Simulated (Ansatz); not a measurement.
# A hypothetical structure for Hf3Fe, part 2 of 2

Starting from a made-up structure for Hf3Fe, the aim is the relaxed cell, its shortest contacts and, where a second run follows, its electronic structure.

Ansatz 0.2.0; DFT, PBEsol, plane-wave PAW, files of the set soft_1, scalar-relativistic, ferromagnetic start, cell and ions relaxed at zero pressure; PAW set soft_1 (the session's first sound run).

So far: The structure; Relaxation of the guess. The relaxed cell has a = 6.297, c = 4.284 Å (conventional setting).

### Step 3. Bands of the relaxed cell

A second self-consistent run takes a narrower smearing and the mesh shown in its input; the bands follow along the standard path of the relaxed lattice.

This step: DFT, PBEsol, plane-wave PAW, files of the set soft_1, scalar-relativistic, no spin, bands and density of states at the relaxed cell; PAW set soft_1 (Ansatz 0.2.0).

input.yaml reads:

```yaml
crystal:
  lattice:
    - [6.2967656976, 0.0, 0.0]
    - [-3.1483828488, 5.4531590558, 0.0]
    - [0.0, 0.0, 4.2844742681]
  atoms:
    - { symbol: Hf, position: [0.1810442277, 0.8189557723, 0.75] }
    - { symbol: Hf, position: [0.1810442277, 0.3620884554, 0.75] }
    - { symbol: Hf, position: [0.6379115446, 0.8189557723, 0.75] }
    - { symbol: Hf, position: [0.8189557723, 0.6379115446, 0.25] }
    - { symbol: Hf, position: [0.3620884554, 0.1810442277, 0.25] }
    - { symbol: Hf, position: [0.8189557723, 0.1810442277, 0.25] }
    - { symbol: Fe, position: [0.6666666667, 0.3333333333, 0.75] }
    - { symbol: Fe, position: [0.3333333333, 0.6666666667, 0.25] }
kpoints:
  mp_grid: { grid: [6, 6, 8] }
  band_path:
    path:
      - [[0.0, 0.0, 0.0], [0.5, 0.0, 0.0], [0.33333333, 0.33333333, 0.0], [0.0, 0.0, 0.0], [0.0, 0.0, 0.5], [0.5, 0.0, 0.5], [0.33333333, 0.33333333, 0.5], [0.0, 0.0, 0.5]]
      - [[0.5, 0.0, 0.5], [0.5, 0.0, 0.0]]
      - [[0.33333333, 0.33333333, 0.0], [0.33333333, 0.33333333, 0.5]]
    npoints: 8
scf:
  occupations: { method: fermi_dirac, width: 0.03 }
  n_extra_bands: 12
hamiltonian:
  xc: pbesol
  pseudopotentials: { kind: paw, azcp: { folder: soft_1 }, xc_functional: pbe }
output:
  forces: true
  stress: true
  write_bands: true
  dos: { projected: true }
  write_density: true
  write_potential: true
  elf: true
  volumetric_format: npy
```

Run with:

```sh
$ ansatz run input.yaml --threads 4 --pin off --max-ram 10240MiB --backend cpu --events-out ev --progress --plain --runs-dir out
```

Numbers of over 12 decimals in the logs are rounded to 6 here.

Output:

```text
[...]
Crystal: 8 atoms, lattice volume = 147.117 Å³
Basis set: ecut = 420 eV, 2895 PW (Γ), exchange–correlation on 90×90×60 points (8 copies of the dense FFT grid, shifted against one another)
Bands: 106, of which v1, the nominal top of the filled ones, is band 94 counted from 1 (93 counted from 0)
Symmetry: 24 space group operations
[...]
k-points: 35 of 288
[...]
SCF iter   1: F=—  HF=-102495.236730 eV  |F-HF|=—  |Δ(HF+E_count)|=         —  Δρ=2.56e-1  dr2=1.06e2  ethr=3.10e-3  ⟨swp⟩=5.4  Hψ=11645  notcnv=0
[...]
SCF iter  11: F=-102489.270689 eV  HF=-102489.270689 eV  |F-HF|=1.08e-8  |Δ(HF+E_count)|=   5.70e-8  Δρ=2.27e-6  dr2=1.56e-8  ethr=5.32e-11  ⟨swp⟩=37.5  Hψ=55451  notcnv=0
SCF 1 converged in 11 iterations: F = -102489.270689 eV  dr2 = 1.56e-8
  Residual-converged pass: ⟨swp⟩=1.2  Hψ=3856  notcnv=0  max |occ|·‖R‖ = 7.1e-9 eV (tolerance 1.0e-8 eV)  dr2=1.56e-8  dr2_onsite=2.82e-9  max |Δocc| = 7.5e-11
[...]
NSCF: frozen V_eff on 75 k-points
SCF converged after 11 iterations
Free energy (F): -102489.270689 eV
[...]
Internal energy: -102489.246716 eV  (E = F + TS)
E sigma→0 (E₀):  -102489.258702 eV
Entropy (-TS):   -0.023973 eV (-2.997 meV/atom)
Fermi energy:    19.298202 eV
[...]
--- Forces (eV/Å), atoms counted from 1 ---
  atom   1  Hf     0.00928984    -0.00536349    -0.00000000
  atom   2  Hf    -0.00000000     0.01072699     0.00000000
  atom   3  Hf    -0.00928984    -0.00536349    -0.00000000
  atom   4  Hf    -0.00000000    -0.01072699    -0.00000000
  atom   5  Hf     0.00928984     0.00536349     0.00000000
  atom   6  Hf    -0.00928984     0.00536349     0.00000000
  atom   7  Fe     0.00000000    -0.00000000    -0.00000000
  atom   8  Fe     0.00000000     0.00000000     0.00000000
  max |Σ_I F_I| component: 1.91e-17 eV/Å
--- Stress (GPa, compression-positive) ---
       -0.049570       0.000000       0.000000
       -0.000000      -0.049570       0.000000
        0.000000       0.000000       0.154007
  P = ⅓ Tr σ = 0.0183 GPa (0.183 kbar)
--- Band table (eV; the first three rows and the last of 35) ---
  k-point 0: bands = [... 90 lower, 18.6772, 18.6772, 19.4826, 19.6185, 19.6185, 19.6881, 19.6881, 19.7117, ... 8 higher]
  k-point 1: bands = [... 90 lower, 18.5632, 18.5632, 19.5144, 19.5144, 19.5156, 19.6273, 19.8099, 19.8099, ... 8 higher]
  k-point 2: bands = [... 90 lower, 18.4090, 18.4090, 19.1048, 19.3118, 19.3118, 19.9563, 19.9563, 20.0550, ... 8 higher]
  k-point 34: bands = [... 90 lower, 18.4036, 18.4036, 18.5302, 18.5302, 19.1760, 19.1760, 19.7621, 19.7621, ... 8 higher]
```

Run time: 34 s. Hardware: 4 threads of Arm Neoverse V1, shared host; peak memory 1.1 GiB; 2.2 min of CPU time.

Reading the cycles: dr2 is the Hartree energy of the density residual (eV), the measure of convergence; HF is the Harris–Foulkes estimate of the energy, which meets the free energy F at convergence.

This step gave:

```yaml
free_energy: -102489.2707 eV
energy_at_zero_smearing: -102489.2587 eV
smearing_term_ts: 0.02397 eV
fermi_energy: 19.30 eV
pressure: 0.01829 GPa
```

bands.tsv at the labelled points (eV, zero at the Fermi level; the bands that come nearest the Fermi level along the path):

| point | band 91 | band 92 | band 93 | band 94 | band 95 | band 96 | band 97 | band 98 |
| --- | --- | --- | --- | --- | --- | --- | --- | --- |
| Γ | -0.62 | -0.62 | 0.18 | 0.32 | 0.32 | 0.39 | 0.39 | 0.41 |
| M | -0.87 | -0.64 | -0.24 | -0.09 | 0.06 | 0.14 | 0.56 | 0.82 |
| K | -0.67 | -0.50 | -0.50 | -0.22 | 0.21 | 0.24 | 0.24 | 0.46 |
| Γ | -0.62 | -0.62 | 0.18 | 0.32 | 0.32 | 0.39 | 0.39 | 0.41 |
| A | -0.55 | -0.55 | 0.18 | 0.18 | 0.18 | 0.18 | 0.57 | 0.57 |
| L | -0.88 | -0.88 | -0.62 | -0.62 | 0.02 | 0.02 | 0.37 | 0.37 |
| H | -0.89 | -0.89 | -0.77 | -0.77 | -0.12 | -0.12 | 0.46 | 0.46 |
| A | -0.55 | -0.55 | 0.18 | 0.18 | 0.18 | 0.18 | 0.57 | 0.57 |
| L | -0.88 | -0.88 | -0.62 | -0.62 | 0.02 | 0.02 | 0.37 | 0.37 |
| M | -0.87 | -0.64 | -0.24 | -0.09 | 0.06 | 0.14 | 0.56 | 0.82 |
| K | -0.67 | -0.50 | -0.50 | -0.22 | 0.21 | 0.24 | 0.24 | 0.46 |
| H | -0.89 | -0.89 | -0.77 | -0.77 | -0.12 | -0.12 | 0.46 | 0.46 |

States per cell as run, both spins, in windows of 1 eV, from dos.tsv (zero at the Fermi level):

```
from  to  total
  -8  -7   0.16
  -7  -6   0.72
  -6  -5   1.16
  -5  -4   2.58
  -4  -3   5.73
  -3  -2   9.38
  -2  -1  12.11
  -1   0   8.20
   0   1  11.92
```

Below -8 eV lie 148.0 more states.

ELF in the ab plane at fractional z = 0.250, with atoms of Hf and Fe within 0.2 Å of it. It is the smooth field of the valence electrons, not physical close to the nuclei.

Values, 9 rows by 16 columns, each cell a mean:
```
0.26 0.33 0.35 0.33 0.32 0.31 0.30 0.31 0.34 0.36 0.33 0.33 0.32 0.29 0.25 0.23
0.17 0.35 0.60 0.55 0.34 0.23 0.22 0.18 0.21 0.46 0.61 0.49 0.29 0.27 0.33 0.26
0.20 0.35 0.41 0.22 0.39 0.71 0.64 0.28 0.20 0.44 0.32 0.32 0.63 0.80 0.81 0.58
0.22 0.35 0.17 0.24 0.52 0.56 0.31 0.19 0.33 0.22 0.25 0.70 0.84 0.83 0.69 0.30
0.30 0.36 0.27 0.22 0.24 0.26 0.29 0.30 0.23 0.12 0.20 0.41 0.44 0.32 0.16 0.16
0.17 0.36 0.57 0.56 0.43 0.28 0.26 0.27 0.18 0.18 0.35 0.36 0.23 0.21 0.26 0.23
0.21 0.35 0.51 0.30 0.35 0.65 0.80 0.75 0.41 0.21 0.33 0.30 0.55 0.76 0.79 0.58
0.19 0.32 0.19 0.36 0.76 0.85 0.83 0.62 0.21 0.14 0.23 0.67 0.85 0.84 0.72 0.34
0.31 0.23 0.13 0.32 0.52 0.51 0.35 0.19 0.20 0.14 0.23 0.49 0.53 0.40 0.22 0.21
```
Columns run along a (6.3 Å), rows up along b (6.3 Å). Atoms in or near the plane, at fractional coordinates: Hf at (0.82, 0.64), Hf at (0.36, 0.18), Hf at (0.82, 0.18), Fe at (0.33, 0.67).

Electrostatic potential energy in the ab plane at fractional z = 0.250, with atoms of Hf and Fe within 0.2 Å of it. With pseudopotentials it is smooth inside the atoms' cores, unlike the true potential.

Ten even steps from '_' (-24 eV) to '@' (22 eV), each cell a mean:
```
@@@@@@%%%%%%@@@@@@@@@@%%%%%%@@@@@@
@@@@@@@@@@@@@@@@@@@@@@@@@@@@@@@@@@
%%@@@@@@@@%%****%%@@@@@@@@%%##**##
##@@@@@@##::____++@@@@@@%%++--::==
##@@@@%%::______++@@@@%%++::--::::
%%@@@@==______::%%@@@@**::==++::==
@@@@%%==____::##@@@@%%==::--::--##
@@@@@@##++**%%@@@@@@##++::::==##%%
@@@@@@@@@@@@@@@@@@%%%%##****##%%@@
%%@@@@@@@@@@%%####%%%%%%%%%%%%####
##@@@@@@@@##++--==**%%@@%%**==--==
##@@@@@@##--::::::**%%%%**::::::--
##@@@@##--::==--::##%%**::--==::--
@@@@%%++::--==::++%%%%==::----::**
@@@@%%++::::::++%%%%##==::::::**%%
@@@@%%##++++**%%@@@@%%**++++##%%@@
```
Columns run along a (6.3 Å; values clipped at the 3rd and 97th percentile), rows up along b (6.3 Å). Atoms in or near the plane, at fractional coordinates: Hf at (0.82, 0.64), Hf at (0.36, 0.18), Hf at (0.82, 0.18), Fe at (0.33, 0.67).

Valence density in the ab plane at fractional z = 0.250, with atoms of Hf and Fe within 0.2 Å of it. It is the smooth field of the valence electrons, not physical close to the nuclei.

Ten steps, logarithmic in the rise over the least value, from '_' (0 e/Å³) to '@' (45 e/Å³), each cell a mean:
```
__________________________________
__________________________________
____________......____________....
..______..--++==..________::====::
..____..==##%%**..______::**%%##==
______::**%%##==______..++@@@@##--
______::++**==..______::**%%##==..
______..::..__________::====--..__
______________________......______
__________________________________
__________..::--::..______..::--::
..______..==**##==..____..++##**--
________==%%@@%%==..__..++%%@@##--
______..++%%@@**::____::**@@%%++..
______::==**++::______::++**==..__
______..::::..________..::::..____
```
Columns run along a (6.3 Å), rows up along b (6.3 Å). Atoms in or near the plane, at fractional coordinates: Hf at (0.82, 0.64), Hf at (0.36, 0.18), Hf at (0.82, 0.18), Fe at (0.33, 0.67).

### Step 4. What came out

```
space group, relaxed : P6_3/mmc
conventional cell    : a = 6.297, b = 6.297, c = 4.284 Å; α = 90.0°, β = 90.0°, γ = 120.0°
volume per atom      : 18.39 Å³ (guess 18.45)
total moment         : 0.00 μB in the cell of 8 atoms
```

What this shows: Hf3Fe relaxes to P6_3/mmc with a = 6.297, b = 6.297 and c = 4.284 Å. The guessed volume was near the relaxed one. The space group P6_3/mmc was held in the relaxation, so the end point is a stationary structure within it and may be a saddle against distortions or other arrangements. The moments died out from this one start and weren't seeded again at the relaxed cell. Bands cross the Fermi level, so it is a metal or semimetal at this level. On the 6×6×8 mesh with the narrower smearing (relaxed on 5×5×6) the largest force component is 0.011 eV/Å and the largest stress component is 0.154 GPa, against the relaxation's thresholds of 0.015 eV/Å and 0.05 GPa. The cutoff wasn't tested. A vector of the cell changed its length by 11 %, more than the volume shows. Spin-orbit coupling is left out, which can matter for elements this heavy. No dispersion term is used, so weakly bound directions may come out too long. Nothing here tests whether the compound is stable against decomposition.

[Logs are printed without paths, hosts, clocks, repeated set-up lines and the standing remarks that a program may print on its own settings, such as how far it seeks lower states.]

[Hosts, paths, dates, database ids (printed as entryN), source tags and the programs' standing remarks are cut or masked in the printed files.]
